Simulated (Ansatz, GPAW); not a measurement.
**Mg/Rh(100): converging a work function**

Wanted: a convergence study on the slab Mg/Rh(100).

Main program and level: GPAW 26.7.0 and Ansatz 0.2.0; Ansatz plane waves; slab in vacuum with a dipole correction, relaxation, in the first sound run; inputs show where later runs differ.

**1. Starting point**

The cell holds 5 atoms: 4 Rh and 1 Mg. Its edges and angles: a = 2.687 Å, b = 2.687 Å, c = 26.350 Å, α = 90.0°, β = 90.0°, γ = 90.0°. Vacuum lies along c.

**2. Relaxing the atoms**

Forces are removed first; all later runs use this geometry. The lowest 2 atoms are held at bulk positions and keep their forces.

File input.yaml:

```yaml
crystal:
  lattice:
    - [2.6870057685, 0.0, 0.0]
    - [0.0, 2.6870057685, 0.0]
    - [0.0, 0.0, 26.3504362377]
  atoms:
    - { symbol: Rh, position: [0.5, 0.5, 0.3415503227] }
    - { symbol: Rh, position: [0.0, 0.0, 0.4136553908] }
    - { symbol: Rh, position: [0.5, 0.5, 0.4857604589] }
    - { symbol: Rh, position: [0.0, 0.0, 0.5578655271] }
    - { symbol: Mg, position: [0.5, 0.0, 0.6584496773] }
kpoints:
  mp_grid: { grid: [12, 12, 1] }
hamiltonian:
  xc: pbe
scf:
  occupations: { method: fermi_dirac, width: 0.1 }
efield:
  axis: 3
  dipole_correction: true
  ramp_width: 0.05
relax:
  f_tol: 0.02
  max_steps: 60
  constraints: [{ sites: [0, 1] }]
output:
  write_potential: true
  write_density: true
  volumetric_format: npy
```

Started as:

```
ansatz run input.yaml --threads 2 --pin off --max-ram 4096MiB --backend cpu --events-out ev --progress --plain --runs-dir out
```

Numbers of over 12 decimals in the logs are rounded to 6 here.

Log:

```text
Engine: ansatz 0.2.0, aarch64-unknown-linux-gnu
Pseudopotentials: kind: paw
Pseudopotential: Rh, paw, valence charge 17, recommended cutoff 420 eV (normal), Rh.paw.azcp
Pseudopotential: Mg, paw, valence charge 10, recommended cutoff 420 eV (normal), Mg.paw.azcp
Functional definition: PBE
  parameter kappa = 0.804
  parameter beta = 0.066725
  exchange = pbe_x(kappa = kappa, mu = beta*pi^2/3)
  correlation = pbe_c(beta = beta)
Crystal: 5 atoms, lattice volume = 190.250 Å³
Basis set: ecut = 420 eV, 3773 PW (Γ), exchange–correlation on 36×36×360 points (8 copies of the dense FFT grid, shifted against one another)
Bands: 47, of which v1, the nominal top of the filled ones, is band 39 counted from 1 (38 counted from 0)
Symmetry: 4 space group operations
Space group: Pmm2 (ITA 25), of the structure as read, at distance tolerance 5.8e-5 Å
k-points: 49 of 144
Non-local potential: Rh, projectors of the file, l = 0: 3, l = 1: 2, l = 2: 2, l = 3: 1
Non-local potential: Mg, projectors of the file, l = 0: 3, l = 1: 2, l = 2: 1
PAW form: soft (Blöchl's): semilocal exchange-correlation on the pseudo side does not see the compensation charge
PAW one-centre angular grid: Rh, 590 points (default); XC on 64 Gauss nodes
PAW one-centre angular grid: Mg, 110 points (default); XC on 64 Gauss nodes
Initial density: superposition of atomic densities (neutral atoms: chi_scale 0, normalization atom), corrected by the library's trained network
Initial wavefunctions: pseudopotential atomic-orbital guess
Functional: x = pbe(κ = 0.804, μ = 0.219515), c = pbe(β = 0.066725)
SCF iter   1: F=—  HF=-27533.516338 eV  |F-HF|=—  |Δ(HF+E_count)|=         —  Δρ=7.34e-3  dr2=1.06e0  ethr=1.77e-3  p=0.056 e·Å  D=5.32e-2 V/Å  ΔV_dip=-1.40 eV  dr2_dipole=6.63e-3  V_vac-E_F(+/−)=3.31/4.71 eV  ⟨swp⟩=9.2  Hψ=10266  notcnv=0  defer=3
efield: sawtooth ramp at fractional position 0.9750 (placed from the atoms, in the widest stretch of the axis that holds none; the zero of the levels goes with the place), width 0.0500; the density the first Hamiltonian is built on has a dipole p = 0.056 e·Å; the dipole correction subtracts the counter field D = 5.32e-2 V/Å, which shifts the + side's vacuum level by -1.40 eV against the − side's; the planar-averaged density in the ramp window peaks in size at 1.3e-5 e/Å³
preconditioner: auto → LDOS  [metal: Δε(μ)=0.009 eV  Ē_g=5.133 eV  σ=0.100 eV  W_gap=0.02  n_scr=30 (ndim 8)  ℏωp=16.6 eV  f_vac=0.551  D(μ)=7.54/eV (n_scr^D=66)  β→1.0]
SCF iter   2: F=—  HF=-27533.484820 eV  |F-HF|=—  |Δ(HF+E_count)|=   3.15e-2  Δρ=3.02e-3  dr2=1.86e-2  ethr=1.36e-3  p=0.045 e·Å  D=4.25e-2 V/Å  ΔV_dip=-1.12 eV  dr2_dipole=1.72e-4  V_vac-E_F(+/−)=3.96/5.08 eV  ⟨swp⟩=1.8  Hψ=2788  notcnv=0  defer=13
SCF iter   3: F=—  HF=-27533.487771 eV  |F-HF|=—  |Δ(HF+E_count)|=   2.95e-3  Δρ=2.32e-3  dr2=1.48e-2  ethr=2.38e-5  p=0.042 e·Å  D=3.95e-2 V/Å  ΔV_dip=-1.04 eV  dr2_dipole=2.46e-4  V_vac-E_F(+/−)=3.97/5.01 eV  ⟨swp⟩=3.0  Hψ=5148  notcnv=0  defer=16
SCF iter   4: F=—  HF=-27533.485371 eV  |F-HF|=—  |Δ(HF+E_count)|=   2.40e-3  Δρ=3.97e-4  dr2=4.31e-4  ethr=1.90e-5  p=0.043 e·Å  D=4.09e-2 V/Å  ΔV_dip=-1.08 eV  dr2_dipole=1.13e-5  V_vac-E_F(+/−)=3.98/5.06 eV  ⟨swp⟩=2.0  Hψ=3291  notcnv=0  defer=16
SCF iter   5: F=—  HF=-27533.485222 eV  |F-HF|=—  |Δ(HF+E_count)|=   1.49e-4  Δρ=1.23e-4  dr2=8.17e-5  ethr=5.52e-7  p=0.043 e·Å  D=4.09e-2 V/Å  ΔV_dip=-1.08 eV  dr2_dipole=5.89e-6  V_vac-E_F(+/−)=3.99/5.07 eV  ⟨swp⟩=2.8  Hψ=3930  notcnv=0  defer=14
SCF iter   6: F=—  HF=-27533.485231 eV  |F-HF|=—  |Δ(HF+E_count)|=   8.71e-6  Δρ=4.63e-5  dr2=1.17e-5  ethr=1.05e-7  p=0.043 e·Å  D=4.09e-2 V/Å  ΔV_dip=-1.08 eV  dr2_dipole=2.41e-6  V_vac-E_F(+/−)=3.99/5.07 eV  ⟨swp⟩=1.7  Hψ=2745  notcnv=0  defer=14
SCF iter   7: F=-27533.485234 eV  HF=-27533.485235 eV  |F-HF|=7.24e-7  |Δ(HF+E_count)|=   3.93e-6  Δρ=2.70e-5  dr2=1.58e-6  ethr=1.28e-8  p=0.043 e·Å  D=4.10e-2 V/Å  ΔV_dip=-1.08 eV  dr2_dipole=7.29e-9  V_vac-E_F(+/−)=4.00/5.08 eV  ⟨swp⟩=12.3  Hψ=20187  notcnv=0
SCF 1 converged in 7 iterations: F = -27533.485234 eV  dr2 = 1.58e-6
  greatest PAW one-centre occupation: 1.000 electrons in one spin orbital (limit 2), on the Mg atom at site 4 (counted from 0), in its partial waves of l = 0
relax step   1: F+E_penalty+E_count = -27533.48523416 eV  Δ(F+E_penalty+E_count) = +0.000e0 eV  max|allowed force component| = 7.467e-1 eV/Å  Δτ_max = 0.0000 Å  (7 SCF iters, dr2 threshold 1.00e-5 eV, accepted)
Initial density: handed on by an earlier stage of this run
Initial wavefunctions: those handed on with the density
iter 1 solved again at ethr=2.01e-3 eV; its pass at ethr=3.10e-3 eV (dr2=1.56e0 eV) is discarded
SCF iter   1: F=—  HF=-27533.681848 eV  |F-HF|=—  |Δ(HF+E_count)|=         —  Δρ=1.09e-2  dr2=1.59e0  ethr=2.01e-3  p=0.043 e·Å  D=4.10e-2 V/Å  ΔV_dip=-1.08 eV  dr2_dipole=3.57e-1  V_vac-E_F(+/−)=4.03/5.11 eV  ⟨swp⟩=1.2  Hψ=9363  notcnv=0  defer=5
efield: sawtooth ramp at fractional position 0.9750 (handed on by an earlier solve), width 0.0500; the density the first Hamiltonian is built on has a dipole p = 0.043 e·Å; the dipole correction subtracts the counter field D = 4.10e-2 V/Å, which shifts the + side's vacuum level by -1.08 eV against the − side's; the planar-averaged density in the ramp window peaks in size at 1.3e-6 e/Å³
preconditioner: auto → LDOS  [metal: Δε(μ)=0.012 eV  Ē_g=5.274 eV  σ=0.100 eV  W_gap=0.03  n_scr=30 (ndim 8)  ℏωp=16.6 eV  f_vac=0.557  D(μ)=7.28/eV (n_scr^D=66)  β→1.0]
SCF iter   2: F=—  HF=-27533.648421 eV  |F-HF|=—  |Δ(HF+E_count)|=   3.34e-2  Δρ=4.15e-3  dr2=5.32e-2  ethr=2.01e-3  p=0.042 e·Å  D=4.04e-2 V/Å  ΔV_dip=-1.06 eV  dr2_dipole=2.50e-4  V_vac-E_F(+/−)=4.00/5.07 eV  ⟨swp⟩=2.1  Hψ=2629  notcnv=0  defer=5
SCF iter   3: F=—  HF=-27533.648160 eV  |F-HF|=—  |Δ(HF+E_count)|=   2.61e-4  Δρ=2.79e-3  dr2=4.05e-2  ethr=6.81e-5  p=0.040 e·Å  D=3.84e-2 V/Å  ΔV_dip=-1.01 eV  dr2_dipole=5.13e-4  V_vac-E_F(+/−)=4.07/5.08 eV  ⟨swp⟩=2.9  Hψ=4714  notcnv=0  defer=13
SCF iter   4: F=—  HF=-27533.640907 eV  |F-HF|=—  |Δ(HF+E_count)|=   7.25e-3  Δρ=6.25e-4  dr2=1.46e-3  ethr=5.20e-5  p=0.040 e·Å  D=3.84e-2 V/Å  ΔV_dip=-1.01 eV  dr2_dipole=6.96e-5  V_vac-E_F(+/−)=4.06/5.08 eV  ⟨swp⟩=2.0  Hψ=3623  notcnv=0  defer=15
SCF iter   5: F=—  HF=-27533.640673 eV  |F-HF|=—  |Δ(HF+E_count)|=   2.35e-4  Δρ=1.95e-4  dr2=1.18e-4  ethr=1.87e-6  p=0.040 e·Å  D=3.81e-2 V/Å  ΔV_dip=-1.01 eV  dr2_dipole=2.05e-6  V_vac-E_F(+/−)=4.07/5.08 eV  ⟨swp⟩=2.7  Hψ=3652  notcnv=0  defer=18
SCF iter   6: F=-27533.640711 eV  HF=-27533.640721 eV  |F-HF|=1.04e-5  |Δ(HF+E_count)|=   4.89e-5  Δρ=7.74e-5  dr2=2.22e-5  ethr=4.47e-8  p=0.040 e·Å  D=3.79e-2 V/Å  ΔV_dip=-1.00 eV  dr2_dipole=2.01e-6  V_vac-E_F(+/−)=4.08/5.08 eV  ⟨swp⟩=11.7  Hψ=22130  notcnv=0
SCF 2 converged in 6 iterations: F = -27533.640711 eV  dr2 = 2.22e-5
relax step   2: F+E_penalty+E_count = -27533.64071103 eV  Δ(F+E_penalty+E_count) = -1.555e-1 eV  max|allowed force component| = 2.313e-1 eV/Å  Δτ_max = 0.1949 Å  (6 SCF iters, dr2 threshold 3.48e-5 eV, accepted)
iter 1 solved again at ethr=1.50e-4 eV; its pass at ethr=3.10e-3 eV (dr2=1.17e-1 eV) is discarded
SCF iter   1: F=—  HF=-27533.667954 eV  |F-HF|=—  |Δ(HF+E_count)|=         —  Δρ=4.91e-3  dr2=7.68e-2  ethr=1.50e-4  p=0.040 e·Å  D=3.79e-2 V/Å  ΔV_dip=-1.00 eV  dr2_dipole=2.23e-3  V_vac-E_F(+/−)=4.09/5.09 eV  ⟨swp⟩=1.9  Hψ=9127  notcnv=0  defer=10
efield: sawtooth ramp at fractional position 0.9750 (handed on by an earlier solve), width 0.0500; the density the first Hamiltonian is built on has a dipole p = 0.040 e·Å; the dipole correction subtracts the counter field D = 3.79e-2 V/Å, which shifts the + side's vacuum level by -1.00 eV against the − side's; the planar-averaged density in the ramp window peaks in size at 5.1e-6 e/Å³
preconditioner: auto → LDOS  [metal: Δε(μ)=0.005 eV  Ē_g=5.366 eV  σ=0.100 eV  W_gap=0.01  n_scr=30 (ndim 8)  ℏωp=16.6 eV  f_vac=0.562  D(μ)=7.33/eV (n_scr^D=66)  β→1.0]
SCF iter   2: F=—  HF=-27533.664243 eV  |F-HF|=—  |Δ(HF+E_count)|=   3.71e-3  Δρ=4.03e-3  dr2=3.54e-2  ethr=9.84e-5  p=0.040 e·Å  D=3.85e-2 V/Å  ΔV_dip=-1.01 eV  dr2_dipole=1.07e-3  V_vac-E_F(+/−)=4.06/5.07 eV  ⟨swp⟩=2.1  Hψ=4031  notcnv=0  defer=10
SCF iter   3: F=—  HF=-27533.657577 eV  |F-HF|=—  |Δ(HF+E_count)|=   6.67e-3  Δρ=9.56e-4  dr2=4.91e-3  ethr=4.54e-5  p=0.040 e·Å  D=3.80e-2 V/Å  ΔV_dip=-1.00 eV  dr2_dipole=4.81e-4  V_vac-E_F(+/−)=4.07/5.07 eV  ⟨swp⟩=2.3  Hψ=4020  notcnv=0  defer=10
SCF iter   4: F=—  HF=-27533.656913 eV  |F-HF|=—  |Δ(HF+E_count)|=   6.64e-4  Δρ=3.04e-4  dr2=7.11e-4  ethr=6.30e-6  p=0.040 e·Å  D=3.78e-2 V/Å  ΔV_dip=-1.00 eV  dr2_dipole=1.42e-4  V_vac-E_F(+/−)=4.08/5.07 eV  ⟨swp⟩=2.8  Hψ=3498  notcnv=0  defer=10
SCF iter   5: F=—  HF=-27533.656771 eV  |F-HF|=—  |Δ(HF+E_count)|=   1.42e-4  Δρ=1.35e-4  dr2=1.54e-4  ethr=9.12e-7  p=0.040 e·Å  D=3.76e-2 V/Å  ΔV_dip=-0.99 eV  dr2_dipole=3.78e-5  V_vac-E_F(+/−)=4.08/5.07 eV  ⟨swp⟩=1.7  Hψ=2922  notcnv=0  defer=18
SCF iter   6: F=—  HF=-27533.656781 eV  |F-HF|=—  |Δ(HF+E_count)|=   9.50e-6  Δρ=3.26e-5  dr2=6.02e-6  ethr=1.97e-7  p=0.039 e·Å  D=3.74e-2 V/Å  ΔV_dip=-0.98 eV  dr2_dipole=1.55e-6  V_vac-E_F(+/−)=4.09/5.07 eV  ⟨swp⟩=1.9  Hψ=2827  notcnv=0  defer=18
SCF iter   7: F=-27533.656782 eV  HF=-27533.656782 eV  |F-HF|=1.37e-7  |Δ(HF+E_count)|=   1.41e-6  Δρ=1.32e-5  dr2=7.50e-7  ethr=4.29e-9  p=0.039 e·Å  D=3.73e-2 V/Å  ΔV_dip=-0.98 eV  dr2_dipole=4.96e-9  V_vac-E_F(+/−)=4.09/5.07 eV  ⟨swp⟩=12.2  Hψ=19863  notcnv=0
SCF 3 converged in 7 iterations: F = -27533.656782 eV  dr2 = 7.50e-7
relax step   3: F+E_penalty+E_count = -27533.65678247 eV  Δ(F+E_penalty+E_count) = -1.607e-2 eV  max|allowed force component| = 7.258e-2 eV/Å  Δτ_max = 0.1587 Å  (7 SCF iters, dr2 threshold 3.34e-6 eV, accepted)
[...]
relax step   4: F+E_penalty+E_count = -27533.65769930 eV  Δ(F+E_penalty+E_count) = -9.168e-4 eV  max|allowed force component| = 8.153e-3 eV/Å  Δτ_max = 0.0281 Å  (7 SCF iters, dr2 threshold 5.06e-7 eV, accepted)
iter 1 solved again at ethr=9.27e-11 eV; its pass at ethr=3.10e-3 eV (dr2=7.23e-8 eV) is discarded
SCF iter   1: F=—  HF=-27533.657853 eV  |F-HF|=—  |Δ(HF+E_count)|=         —  Δρ=5.40e-6  dr2=7.23e-8  ethr=9.27e-11  p=0.039 e·Å  D=3.73e-2 V/Å  ΔV_dip=-0.98 eV  dr2_dipole=4.86e-10  V_vac-E_F(+/−)=4.09/5.07 eV  ⟨swp⟩=1.0  Hψ=5783  notcnv=0  defer=18
efield: sawtooth ramp at fractional position 0.9750 (handed on by an earlier solve), width 0.0500; the density the first Hamiltonian is built on has a dipole p = 0.039 e·Å; the dipole correction subtracts the counter field D = 3.73e-2 V/Å, which shifts the + side's vacuum level by -0.98 eV against the − side's; the planar-averaged density in the ramp window peaks in size at 2.5e-6 e/Å³
preconditioner: auto → LDOS  [metal: Δε(μ)=0.012 eV  Ē_g=5.333 eV  σ=0.100 eV  W_gap=0.03  n_scr=30 (ndim 8)  ℏωp=16.6 eV  f_vac=0.562  D(μ)=7.38/eV (n_scr^D=66)  β→1.0]
SCF iter   2: F=—  HF=-27533.657699 eV  |F-HF|=—  |Δ(HF+E_count)|=   1.54e-4  Δρ=5.09e-6  dr2=7.59e-8  ethr=9.27e-11  p=0.039 e·Å  D=3.73e-2 V/Å  ΔV_dip=-0.98 eV  dr2_dipole=2.57e-9  V_vac-E_F(+/−)=4.09/5.07 eV  ⟨swp⟩=11.0  Hψ=17852  notcnv=0
SCF iter   3: F=-27533.657699 eV  HF=-27533.657699 eV  |F-HF|=5.93e-9  |Δ(HF+E_count)|=   6.98e-9  Δρ=1.47e-6  dr2=6.18e-9  ethr=9.27e-11  p=0.039 e·Å  D=3.73e-2 V/Å  ΔV_dip=-0.98 eV  dr2_dipole=3.86e-10  V_vac-E_F(+/−)=4.09/5.07 eV  ⟨swp⟩=8.1  Hψ=17148  notcnv=0
SCF 5 converged in 3 iterations: F = -27533.657699 eV  dr2 = 6.18e-9
relax step   5: F+E_penalty+E_count = -27533.65769935 eV  Δ(F+E_penalty+E_count) = -4.402e-8 eV  max|allowed force component| = 8.135e-3 eV/Å  Δτ_max = 0.0000 Å  (3 SCF iters, accepted)
NSCF: frozen V_eff on 49 k-points
the band table was solved once a step of the walk had ended and its energy, with any forces and stress, was formed, with the checks that follow a solve (10763 applications of the Hamiltonian). They found nothing against the state; the energy, forces and stress were not computed again (output.eigenvalues in the input reference)
WARN: The input density's exchange-correlation potential varies sharply where the density is thin. Do not read a vacuum level from v_tot or v_xc, or from such a field of the output density. On a cell that repeats whose density bears no net charge and no dipole along the vacuum's axis use v_es (v_loc + v_h of the components); under efield.dipole_correction with no amplitude use v_es + v_field, which holds any external [...]
SCF converged after 3 iterations
Free energy (F): -27533.657699 eV
Harris-Foulkes:  -27533.657699 eV  (|F-HF|=5.93e-9)
Internal energy: -27533.419036 eV  (E = F + TS)
E sigma→0 (E₀):  -27533.538368 eV
Entropy (-TS):   -0.238663 eV (-47.733 meV/atom)
Fermi energy:    4.379102 eV
Dipole field:    D = 0.037340 V/Å  (p = 0.039258 e·Å, saw-weighted, corrected)
Work function:   Φ+ = 4.0895 eV   Φ− = 5.0734 eV
Levels:          The Fermi level and band energies are counted from a zero that moves with the ramp; work functions are not
--- Per-component energies (eV) ---
  E_band       = -1910.231922
  E_kinetic    = 2367.230730
  E_local      = -150189.298459  (includes V_loc(G=0)·N_el)
  E_nonlocal   = 1517.958373
  E_hartree    = 73327.010808
  E_xc         = -914.070473
  E_vxc        = -1148.186024  (∫ρ·V_xc dr)
  E_paw        = -14641.100929  (= ΣΔE_a)
  E_vpaw       = -1113.836377  (= ΣTr[D̂ρ^β])
  E_aug_tail   = 0.003425  (compensation charges beyond the density's cutoff)
  E_efield     = 0.000733  (sawtooth field / dipole correction)
  E_vefield    = 1.881340  (∫n·V_field dr)
  E_ewald      = 60998.846755
  E_smearing   = -0.238663  (= −TS)
  E_closure    = 0.000000  (closes the sum)
  Σ components = -27533.657699   (vs F -27533.657699, Δ=0.00e0)
--- Forces (eV/Å), atoms counted from 1 ---
  atom   1  Rh     0.00000000     0.00000000     0.27700012
  atom   2  Rh     0.00000000     0.00000000    -0.27953056
  atom   3  Rh     0.00000000     0.00000000     0.00668746
  atom   4  Rh     0.00000000     0.00000000    -0.00813518
  atom   5  Mg     0.00000000     0.00000000     0.00395307
  max |Σ_I F_I| component: 2.51e-5 eV/Å
--- Band table (eV; the first three rows and the last of 49) ---
  k-point 0: bands = [... 35 lower, 3.1338, 3.7004, 4.1325, 4.1718, 4.1909, 4.6067, 4.8142, 5.0128, ... 4 higher]
  k-point 1: bands = [... 35 lower, 3.4268, 3.6344, 3.6731, 3.7626, 4.4108, 4.4454, 4.6240, 4.9028, ... 4 higher]
  k-point 2: bands = [... 35 lower, 3.2760, 3.3222, 3.4514, 3.5604, 4.2685, 4.3562, 4.4128, 4.8122, ... 4 higher]
  k-point 48: bands = [... 35 lower, 4.6581, 5.4190, 5.4426, 5.8276, 5.9274, 8.0464, 8.3067, 8.5352, ... 4 higher]
--- Relaxed structure (5 steps of the walk, 5 accepted, 0 SCFs on fresh bases) ---
  F+E_penalty+E_count = -27533.65769935 eV   max|allowed force component| = 8.135e-3 eV/Å
  atoms:
    - { symbol: Rh, position: [0.5, 0.5, 0.341550] }
    - { symbol: Rh, position: [0.0, 0.0, 0.413655] }
    - { symbol: Rh, position: [0.5, 0.5, 0.487410] }
    - { symbol: Rh, position: [0.0, 0.0, 0.559056] }
    - { symbol: Mg, position: [0.5, 0.0, 0.646098] }
```

Elapsed: 4.4 min, on 2 threads of Arm Neoverse N1, shared host; peak memory 0.59 GiB.

The steps of the relaxation:

```csv
step,energy less that of the first step (eV),largest force component (eV/Å)
1,0.0000,0.7467
2,-0.1555,0.2313
3,-0.1715,0.0726
4,-0.1725,0.0082
5,-0.1725,0.0081
```

The run keeps the 4 symmetry operations that it works with, so distortions that break them were not tested.

The atoms that moved most (Å):

```csv
atom,dx,dy,dz,length
Mg5,0.000,0.000,-0.325,0.325
Rh3,0.000,0.000,0.043,0.043
Rh4,0.000,0.000,0.031,0.031
```

Final coordinates:

```cif
data_structure
_symmetry_space_group_name_H-M 'P 1'
_symmetry_Int_Tables_number 1
_cell_length_a 2.6870
_cell_length_b 2.6870
_cell_length_c 26.3504
_cell_angle_alpha 90.000
_cell_angle_beta 90.000
_cell_angle_gamma 90.000
_cell_volume 190.25
loop_
_atom_site_label
_atom_site_type_symbol
_atom_site_fract_x
_atom_site_fract_y
_atom_site_fract_z
_atom_site_occupancy
Rh1 Rh 0.50000 0.50000 0.34155 1
Rh2 Rh 0.00000 0.00000 0.41366 1
Rh3 Rh 0.50000 0.50000 0.48741 1
Rh4 Rh 0.00000 0.00000 0.55906 1
Mg5 Mg 0.50000 0.00000 0.64610 1
```

Numbers from this step:

- free energy: -27533.6577 eV
- smearing term TS: 0.2387 eV
- symmetry operations: 4
- upper work function: 4.090 eV
- lower work function: 5.073 eV
- dipole along the normal: 0.03926 e·Å
- dipole field: 0.03734 V/Å
- vacuum level above: 8.469 eV
- vacuum level below: 9.453 eV

The electrostatic potential energy of an electron (with the applied field's), less the Fermi level, planar mean oscillates, so the rows of the table below give means over windows of 1.9 Å about each position, cut where the curve ends. Its maxima inside the range that stand out by 2 % of the span (Å: eV): 10.0: -3.03, 11.9: -2.72, 13.8: -3.42, 16.0: 0.444. Its minima: 8.9: -21.7, 10.8: -22.0, 12.9: -22.1, 14.8: -21.8, 17.0: -14.9.

Table of electrostatic potential energy of an electron (with the applied field's), less the Fermi level, planar mean by z; means over each step:

```
z (Å)  electrostatic potential energy of an electron (with the applied field's), less the Fermi level, planar mean (eV)
 0.95                                                                                                              4.99
 2.85                                                                                                              5.07
 4.75                                                                                                              5.07
 6.65                                                                                                              4.80
 8.55                                                                                                             -10.3
10.45                                                                                                             -13.0
12.35                                                                                                             -12.8
14.25                                                                                                             -13.0
16.15                                                                                                             -5.70
18.05                                                                                                             -2.23
19.95                                                                                                              3.96
21.85                                                                                                              4.09
23.75                                                                                                              4.09
25.65                                                                                                              4.16
```

Valence density, planar mean against z:

```
z (Å)  valence density, planar mean (e/Å³)
  5.0                               6.1e-5
  5.5                               2.2e-4
  6.0                               7.9e-4
  6.5                              0.00293
  7.0                               0.0107
  7.5                               0.0407
  8.0                                0.176
  8.5                                 1.04
  9.0                                 2.16
  9.5                                 1.10
 10.0                                0.455
 10.5                                 1.38
 11.0                                 2.14
 11.5                                0.832
 12.0                                0.449
 12.5                                 1.55
 13.0                                 2.04
 13.5                                0.716
 14.0                                0.602
 14.5                                 1.88
 15.0                                 1.75
 15.5                                0.453
 16.0                                0.174
 16.5                                0.321
 17.0                                 1.82
 17.5                                0.408
 18.0                               0.0757
 18.5                               0.0372
 19.0                               0.0149
 19.5                              0.00516
 20.0                              0.00169
 20.5                               5.4e-4
 21.0                               1.7e-4
```

The relaxation lowered the energy of the cell by 0.172 eV.

(Continued in part 2 of 2.)

[Logs are printed without paths, hosts, clocks, repeated set-up lines and the standing remarks that a program may print on its own settings, such as how far it seeks lower states.]

[Hosts, paths, dates, database ids (printed as entryN), source tags and the programs' standing remarks are cut or masked in the printed files.]
